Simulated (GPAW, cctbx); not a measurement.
## KZn6Ge: what bonding does to one electron reflection, worked out

KZn6Ge, Fm-3m (no. 225), a = 8.5736 Å, b = 8.5736 Å, c = 8.5736 Å, α = 90.00°, β = 90.00°, γ = 90.00°.

| atom | mult. | x | y | z |
| --- | --- | --- | --- | --- |
| Ge1 | 4 | 0 | 0 | 0 |
| Zn1 | 24 | 1/4 | 0 | 3/4 |
| K1 | 4 | 1/2 | 0 | 0 |

The start was made by putting kin elements into a known structure type; the compound need not exist, or be stable, in this form.

A DFT run (GPAW, PBE, 450 eV, 5×5×5 k-points, Fermi–Dirac width 0.1 eV) gives the static X-ray structure factor of 222 as 733.466 e for the conventional cell; superposed free atoms give 735.683 e. **Problem.** Find the Fourier component V of the crystal potential and the two-beam extinction distance at 200 kV in both cases.

## 1. Geometry

The cell volume is Ω = 630.22 Å³ and d(222) = 2.4750 Å, so g = 1/d = 0.4040 Å⁻¹.

## 2. The nuclei

Electrons feel nuclei as well as electrons, so the nuclear charges are summed with the same phases.

Phase sums Σ exp(2πi h·x), turned so that the total is real and positive: Ge +4.000, Zn +24.000, K +4.000. Then F_Z = 32 × (+4.000) + 30 × (+24.000) + 19 × (+4.000) = 924.00 e. The electron term has the same sign for this reflection.

## 3. Mott–Bethe

Poisson's equation, term by term, gives V = (e/4πε₀)(F_Z − F)/(πΩg²), with e/4πε₀ = 14.3996 V Å.

The prefactor is 14.3996 × 2.4750²/(π × 630.22) = 0.04455 V per electron. Free atoms: (924.00 − 735.683) × 0.04455 = 8.390 V. Crystal: (924.00 − 733.466) × 0.04455 = 8.488 V. F changes by -0.30 % and V by +1.2 %: the same 2.22 e is measured against F_Z − F = 188.3 e in place of F = 735.7 e.

## 4. Extinction distance

In the two-beam case ξ = 1/(λU) with U = 2γm₀eV/h², that is ξ = 150.41 V Å²/(γλV).

At 200 kV, λ = 0.02508 Å and γ = 1.3914. Free atoms: ξ = 514 Å. Crystal: ξ = 508 Å. The thickness fringes go as sin²(πt/ξ), so the two patterns slip by a quarter of a period when t|1/ξ₁ − 1/ξ₀| = 1/4, at t ≈ 1091 nm, thicker than usual samples. Thermal motion, absorption and many-beam coupling, left out here, change a real pattern.

## 5. Answer

V(222) is 8.49 V against 8.39 V, and ξ is 508 against 514 Å. Limits: static atoms, two beams.
